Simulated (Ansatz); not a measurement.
# Lattice dynamics of (CaO)3(YN)1 [001] superlattice, started as rocksalt type, part 2 of 2

Aim: the phonons of (CaO)3(YN)1 [001] superlattice, started as rocksalt type at a cell relaxed beforehand at this level.

Ansatz 0.2.0; DFT PBEsol, scalar-relativistic, plane waves, PAW.

So far: The structure; Zone-centre response.

The structure was built from a prototype and need not be the compound's stable phase.

## Step 2: Zone-centre response (continued)

Born charge (rows field, columns displacement) (e), principal values of the symmetric part by kind of site:

```
atom  atoms with these values    low  middle   high   mean
 Ca1                        2   2.32    2.32   2.50   2.38
 Ca2                        1   2.37    2.37   2.82   2.52
  N4                        1  -4.68   -4.68  -2.38  -3.91
  O5                        2  -2.75   -2.32  -2.32  -2.46
  O6                        1  -2.76   -2.40  -2.40  -2.52
  Y8                        1   2.83    4.71   4.71   4.08
```

In full for Ca1:

```
2.32 0.00 0.00
0.00 2.32 0.00
0.00 0.00 2.50
```

Transverse modes. Infrared lines, with heights relative to the strongest:

```csv
position (cm⁻¹),relative intensity
128,5.0
153,0.0
190,22
201,3.4
224,100
243,36
245,0.0
266,21
293,0.0
294,7.9
302,18
401,0.6
489,0.0
504,0.3
```

Activity x (w_L - w)^4 (n + 1)/w, 532 nm, 300 K; the log calls the Raman tensors unconverged in the k mesh, so the heights are rough; the tensors are static ones, while 532 nm light lies above the computed direct gap, where resonance would change the heights; modes without the macroscopic field alone. Lines of the Raman spectrum (strongest = 100):

| position (cm⁻¹) | relative intensity |
| --- | --- |
| 128 | 0.0 |
| 153 | 3.0 |
| 190 | 0.0 |
| 201 | 0.0 |
| 224 | 0.0 |
| 243 | 0.0 |
| 245 | 100 |
| 266 | 0.0 |
| 293 | 0.0 |
| 294 | 0.0 |
| 302 | 0.0 |
| 401 | 0.0 |
| 489 | 92 |
| 504 | 0.0 |

Before it was imposed, the acoustic sum rule was missed by 3.1e-4 eV/Å² and the charge sum rule by 0.014 e. Small misses are needed for a sound result but don't prove that mesh and cutoff are converged. The lowest optical mode is real, 128 cm⁻¹.

The log warns of the k mesh: “the force constants stand on the 8×8×4 k-mesh, whose period is 10.29 times the interband length at k = (0.0000, 0.0000, 0.0000), direct gap 0.861 eV, under 14: take them and everything formed from them as unconverged”.

## Step 3: Isotope substitution, element Ca, natural mass 40.078 amu

An isotope changes the mass and not the force constants, so no new electronic calculation is needed; the shifts show which modes move this element.

The same force constants with the mass of Ca changed from 40.078 to 47.953 u (phonopy, no LO-TO term). Both lists are sorted by frequency; levels can cross, so a row need not hold one and the same mode. Modes under 3 cm⁻¹ are left out. Isotope shifts, by row:

| q | rank | natural mass (cm⁻¹) | changed mass (cm⁻¹) |
| --- | --- | --- | --- |
| 0 0 0 | 4 | 127.7 | 123.4 |
| 0 0 0 | 5 | 127.7 | 123.4 |
| 0 0 0 | 6 | 153.4 | 142.1 |
| 0 0 0 | 7 | 153.4 | 142.1 |
| 0 0 0 | 8 | 189.5 | 178.9 |
| 0 0 0 | 9 | 189.5 | 178.9 |
| 0 0 0 | 10 | 201.2 | 196.4 |
| 0 0 0 | 11 | 224.2 | 219.8 |
| 0 0 0 | 12 | 224.2 | 219.8 |
| 0 0 0 | 13 | 242.7 | 227.8 |
| 0 0 0 | 14 | 244.6 | 233 |
| 0 0 0 | 15 | 266.5 | 261.7 |
| 0 0 0 | 16 | 266.5 | 261.7 |
| 0 0 0 | 17 | 292.8 | 284.1 |
| 0 0 0 | 18 | 292.8 | 289 |
| 0 0 0 | 19 | 294.4 | 289 |
| 0 0 0 | 20 | 294.4 | 292.1 |
| 0 0 0 | 21 | 302.3 | 292.1 |
| 0 0 0 | 22 | 401.3 | 398.9 |
| 0 0 0 | 23 | 489.4 | 480.3 |
| 0 0 0 | 24 | 504.4 | 501.8 |

A mode of this element alone would shift by -8.58 %. The highest zone-centre frequency without the field goes from 504.4 to 501.8 cm⁻¹ (-0.5 %). The product of the frequency ratios over all optical modes at Γ is 0.506; the product rule, (m/m′)^(3k/2) (M′/M)^(3/2) with k = 3 such atoms and M the mass of the cell, gives 0.506.

## Step 4: Isotope substitution, element N, natural mass 14.007 amu

The same for N, from 14.01 to 15.00 u.

The same force constants with the mass of N changed from 14.007 to 15.000 u (phonopy, no LO-TO term). Both lists are sorted by frequency; levels can cross, so a row need not hold one and the same mode. Modes under 3 cm⁻¹ are left out. Isotope shifts, by row:

```csv
q,rank,natural mass (cm⁻¹),changed mass (cm⁻¹)
0 0 0,4,127.7,127.6
0 0 0,5,127.7,127.6
0 0 0,6,153.4,153.4
0 0 0,7,153.4,153.4
0 0 0,8,189.5,188.4
0 0 0,9,189.5,188.4
0 0 0,10,201.2,201.1
0 0 0,11,224.2,219
0 0 0,12,224.2,219
0 0 0,13,242.7,241.9
0 0 0,14,244.6,244.6
0 0 0,15,266.5,266.2
0 0 0,16,266.5,266.2
0 0 0,17,292.8,292.8
0 0 0,18,292.8,292.8
0 0 0,19,294.4,294
0 0 0,20,294.4,294
0 0 0,21,302.3,301.9
0 0 0,22,401.3,398.4
0 0 0,23,489.4,489.4
0 0 0,24,504.4,494.3
```

A mode of this element alone would shift by -3.37 %. The highest zone-centre frequency without the field goes from 504.4 to 494.3 cm⁻¹ (-2.0 %). The product of the frequency ratios over all optical modes at Γ is 0.907; the product rule, (m/m′)^(3k/2) (M′/M)^(3/2) with k = 1 such atoms and M the mass of the cell, gives 0.907.

## Step 5: Another isotope, element O, natural mass 15.999 amu

The same for O, from 16.00 to 18.00 u.

A mode of this element alone would shift by -5.72 %. The highest zone-centre frequency without the field goes from 504.4 to 497.6 cm⁻¹ (-1.3 %). The product of the frequency ratios over all optical modes at Γ is 0.608; the product rule, (m/m′)^(3k/2) (M′/M)^(3/2) with k = 3 such atoms and M the mass of the cell, gives 0.608.

## Step 6: Results

| Item | Value |
| --- | --- |
| space group (within 0.01 Å) | P4/mmm |
| volume per atom | 13.8 Å³ |
| gap on the k-mesh | 0.861 eV |
| highest optical mode at the zone centre (no LO-TO term) | 504 cm⁻¹ |
| top of the zone-centre spectrum with the field | 556 cm⁻¹ |
| lowest optical zone-centre mode | 128 cm⁻¹ |
| mean high-frequency dielectric constant | 5.58 |
| mean static dielectric constant | 31.6 |
| largest Born charge (third of the trace) | 4.08 e |
| imaginary modes at Γ (the only wavevector solved) | none |

The structure is stable against zone-centre distortions, since no mode there is imaginary; runs at other wavevectors are not part of this account. Without the field, the optical modes at Γ span 128 to 504 cm⁻¹. The dispersion is not part of this account. With the macroscopic field of the longitudinal modes the top of the zone-centre spectrum lies at 556 cm⁻¹, against 504 cm⁻¹ without it. Lattice motion raises the mean dielectric constant from 5.584 to 31.62. The strongest infrared line is at 224 cm⁻¹. Averaged over orientations, the strongest Raman line at 532 nm and 300 K is at 245 cm⁻¹. The tensors are the static, non-resonant ones, while 532 nm light (2.33 eV) lies above the computed gap. With the field response the log warns that the k mesh is coarse for the force constants too, so the frequencies may not be converged. In this run the field response is not settled by the k meshes in reach, so its dielectric tensor, Born charges and longitudinal modes are rough. The program warns that the Raman tensors are not converged in the k mesh, so the intensities are rough. The starting cell was built on a prototype and not taken from a measurement, so the phase need not exist. These are harmonic frequencies at zero temperature: anharmonic shifts, linewidths and thermal expansion are left out.

[Logs are printed without paths, hosts, clocks, repeated set-up lines and the standing remarks that a program may print on its own settings, such as how far it seeks lower states.]

[Hosts, paths, dates, database ids (printed as entryN), source tags and the programs' standing remarks are cut or masked in the printed files.]
